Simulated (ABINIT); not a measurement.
# InP (F-43m): G0W0 in ABINIT against the exchange cutoff, part 2 of 2

Wanted: the cheapest exchange cutoff that holds the gap of InP (F-43m).

ABINIT 10.8.3; PBE and many-body steps on it, plane waves. Known limits of the many-body steps: not at the basis limit; exchange with frozen shells missing; mesh may overstate the screening; no spin-orbit coupling; coarse k mesh.

So far. Step 2 (Screening, 4×4×4 mesh, 90 bands, screening to 163.3 eV): Local fields lower ε∞ by 5 %. On a Γ-centred mesh this coarse the value itself is usually too large, while a short band sum pulls it down.

The database entry behind the starting cell differs from later determinations by our own check (0.1 to 0.3 % short, probably kX units), so it need not match the best structure at ambient conditions.

### 5. 12.4 Ha

Level of this step: G0W0 on PBE, plane waves, norm-conserving pseudopotentials (ABINIT).

The self-energy is evaluated for the states that the input lists, and the levels follow from it, in one-shot runs by the linearised quasiparticle equation.

Input file run.abi:

```
acell 3*1.0 Angstrom
rprim 
  -0.000000000000 2.930500000000 2.930500000000
  2.930500000000 -0.000000000000 2.930500000000
  2.930500000000 2.930500000000 -0.000000000000
ntypat 2
znucl 49 15
natom 2
typat 1 2
xred 
  0.000000000000 0.000000000000 0.000000000000
  0.250000000000 0.250000000000 0.250000000000
pp_dirpath "pseudos"
pseudos "In.upf, P.upf"
ecut 31
ngkpt 4 4 4
nshiftk 1
shiftk 0 0 0
kptopt 1
chksymbreak 0
istwfk *1
occopt 1
irdwfk 1
optdriver 4
nband 90
gwcalctyp 0
ecutsigx 12.4
symsigma 1
nkptgw 1
kptgw 
  0.0000000000 0.0000000000 0.0000000000
bdgw 
  7 13
ecuteps 6
irdscr 1
ppmodel 1
indata_prefix "in"
outdata_prefix "out"
tmpdata_prefix "tmp"
```

Started as:

```
> OMP_NUM_THREADS=1 mpirun -n 4 abinit run.abi > log
```

The log of the run:

```text
.Version 10.8.3 of ABINIT. v10.8.2 released Aug 2026.

 Symmetries : space group F-4 3 m (#216); Bravais cF (face-center cubic)
[... echo of the input left out ...]
== DATASET  1 ==================================================================
-   mpi_nproc: 4, omp_nthreads: 1 (-1 if OMP is not activated)

--- !DatasetInfo
iteration_state: {dtset: 1, }
dimensions: {natom: 2, nkpt: 8, mband: 90, nsppol: 1, nspinor: 1, nspden: 1, mpw: 2826, }
cutoff_energies: {ecut:  31.0, pawecutdg:  -1.0, }
[...]
11   8.562 -10.216  -6.362  -3.927   0.789  -0.267 -10.273  -0.057   8.504
       12   8.562 -10.216  -6.362  -3.927   0.789  -0.267 -10.273  -0.057   8.504
       13   8.562 -10.216  -6.362  -3.927   0.789  -0.267 -10.273  -0.057   8.504

== END DATASET(S) ==============================================================
================================================================================

 -outvars: echo values of variables after computation  --------
           etotal      0.0000000000E+00
            nband          90
             nkpt           8
          spgroup         216
 [... the other variables as echoed above ...]

 Calculation completed.
```

Run time: 7 s. Hardware: 4 MPI ranks of Arm Neoverse V1, shared host; peak memory 0.72 GiB; 28 s of CPU time.

Numbers from this step:

```yaml
g0w0_gap_on_the_points_computed: 0.9580 eV
starting_gap_on_the_mesh: 0.7094 eV
k_of_the_valence_top: 0, 0, 0
k_of_the_conduction_bottom: 0, 0, 0
least_direct_g0w0_gap_on_the_computed_points: 0.9580 eV
```

The gap on the mesh goes from 0.71 eV to 0.96 eV, a correction of +0.25 eV.

### 6. 21.7 Ha

run.abi, as its differences from that of step 5:

```diff
@@ -26,3 +26,3 @@
 gwcalctyp 0
-ecutsigx 12.4
+ecutsigx 21.7
 symsigma 1
```

The log of the run:

```text
.Version 10.8.3 of ABINIT. v10.8.2 released Aug 2026.

 Symmetries : space group F-4 3 m (#216); Bravais cF (face-center cubic)
[... echo of the input left out ...]
== DATASET  1 ==================================================================
-   mpi_nproc: 4, omp_nthreads: 1 (-1 if OMP is not activated)

--- !DatasetInfo
iteration_state: {dtset: 1, }
dimensions: {natom: 2, nkpt: 8, mband: 90, nsppol: 1, nspinor: 1, nspden: 1, mpw: 2826, }
cutoff_energies: {ecut:  31.0, pawecutdg:  -1.0, }
[...]
11   8.562 -10.216  -6.368  -3.927   0.789  -0.267 -10.278  -0.062   8.500
       12   8.562 -10.216  -6.368  -3.927   0.789  -0.267 -10.278  -0.062   8.500
       13   8.562 -10.216  -6.368  -3.927   0.789  -0.267 -10.278  -0.062   8.500

== END DATASET(S) ==============================================================
================================================================================

 -outvars: echo values of variables after computation  --------
           etotal      0.0000000000E+00
            nband          90
             nkpt           8
          spgroup         216
 [... the other variables as echoed above ...]

 Calculation completed.
```

Wall time 7 s (4 MPI ranks); peak memory 0.72 GiB; 28 s of CPU time.

This step gave:

```yaml
g0w0_gap_on_the_points_computed: 0.9950 eV
starting_gap_on_the_mesh: 0.7094 eV
k_of_the_valence_top: 0, 0, 0
k_of_the_conduction_bottom: 0, 0, 0
least_direct_g0w0_gap_on_the_computed_points: 0.9950 eV
```

Against the run before, the gap moves by +0.037 eV.

### 7. 31 Ha

run.abi, as its differences from that of step 6:

```diff
@@ -26,3 +26,3 @@
 gwcalctyp 0
-ecutsigx 21.7
+ecutsigx 31
 symsigma 1
```

The log of the run:

```text
.Version 10.8.3 of ABINIT. v10.8.2 released Aug 2026.

 Symmetries : space group F-4 3 m (#216); Bravais cF (face-center cubic)
[... echo of the input left out ...]
== DATASET  1 ==================================================================
-   mpi_nproc: 4, omp_nthreads: 1 (-1 if OMP is not activated)

--- !DatasetInfo
iteration_state: {dtset: 1, }
dimensions: {natom: 2, nkpt: 8, mband: 90, nsppol: 1, nspinor: 1, nspden: 1, mpw: 2826, }
cutoff_energies: {ecut:  31.0, pawecutdg:  -1.0, }
[...]
11   8.562 -10.216  -6.368  -3.927   0.789  -0.267 -10.278  -0.062   8.499
       12   8.562 -10.216  -6.368  -3.927   0.789  -0.267 -10.278  -0.062   8.499
       13   8.562 -10.216  -6.368  -3.927   0.789  -0.267 -10.278  -0.062   8.499

== END DATASET(S) ==============================================================
================================================================================

 -outvars: echo values of variables after computation  --------
           etotal      0.0000000000E+00
            nband          90
             nkpt           8
          spgroup         216
 [... the other variables as echoed above ...]

 Calculation completed.
```

Run time: 7.1 s. Hardware: 4 MPI ranks; peak memory 0.72 GiB.

Numbers from this step:

```
G0W0 gap on the points computed              : 1.004 eV
starting gap on the mesh                     : 0.7094 eV
k of the valence top                         : 0, 0, 0
k of the conduction bottom                   : 0, 0, 0
least direct G0W0 gap on the computed points : 1.004 eV
```

Against the run before, the gap moves by +0.009 eV.

### 8. Side by side

Times are wall times on 4 MPI ranks of Arm Neoverse V1, shared host, good to a factor of about two. A run's time includes the screening step that it read.

```tsv
run	mesh	bands	screening cutoff (eV)	DFT gap (eV)	gap on the mesh (eV)	direct (eV)	ε∞ used	time
3.1 Ha	4×4×4	90	163.3	0.709	1.042	1.042	42.78	26 s
6.2 Ha	4×4×4	90	163.3	0.709	0.916	0.916	42.78	30 s
12.4 Ha	4×4×4	90	163.3	0.709	0.958	0.958	42.78	30 s
21.7 Ha	4×4×4	90	163.3	0.709	0.995	0.995	42.78	30 s
31 Ha	4×4×4	90	163.3	0.709	1.004	1.004	42.78	30 s
```

### 9. What came out

| Item | Value |
| --- | --- |
| 3.1 Ha | 1.042 eV |
| 6.2 Ha | 0.916 eV |
| 12.4 Ha | 0.958 eV |
| 21.7 Ha | 0.995 eV |
| 31 Ha | 1.004 eV |
| known limits | not at the basis limit; exchange with frozen shells missing; mesh may overstate the screening; no spin-orbit coupling; coarse k mesh |

In words: The setting moved: exchange cutoff. From 3.1 Ha to 31 Ha the gap moves by −0.04 eV, not steadily: it passes through 0.92 eV. It holds to 0.03 eV from 21.7 Ha on. Bands and screening cutoff are coupled, so a series along one setting does not show full convergence. Below the screening cutoff the correlation part is cut too. Bands and cutoff are finite, so the gap is not at the basis limit. The miss can reach some tenths of an eV and take either sign; the mesh is an error of its own. In the first G0W0 run levels were corrected at 1 k point alone, so a gap called «on the mesh» is the least over those, and an edge elsewhere would be missed. The 4×4×4 mesh is coarse for this cell, which bears on the long-range parts of exchange and screening. The norm-conserving file of at least one element keeps a d shell over frozen s and p shells of the same row. Exchange with those shells is missing from the self-energy, an error of 0.3 to 0.9 eV in cases checked, whose sign depends on which edge lies on those atoms. For the PBE start: The RPA ε∞ on this mesh reaches over 25; with a narrow direct gap a coarse mesh can overstate it, and the correction is then too small. The many-body steps are scalar-relativistic: spin-orbit coupling is not in them.

[Paths, hosts, dates, memory and timing lines, banners, echoed tables and standing remarks are left out of the program output.]

[Logs are printed without paths, hosts, clocks, repeated set-up lines and the standing remarks that a program may print on its own settings, such as how far it seeks lower states.]

[Runs of the session that timed out or met a known fault of the program may be left out.]

[No measured gap is set beside runs whose start may be inverted or whose files or cutoffs have a known fault.]

[Hosts, paths, dates, database ids (printed as entryN), source tags and the programs' standing remarks are cut or masked in the printed files.]

[G0W0 gaps are taken among the corrected bands and points alone; a level outside them can change the order at an edge.]

[Where Ansatz stands beside ABINIT at settings called matched, ABINIT's density can come from a denser mesh and the files from another edition; pairs whose starting gaps differed by over 0.03 eV were left out, so agreement reads better than it is.]
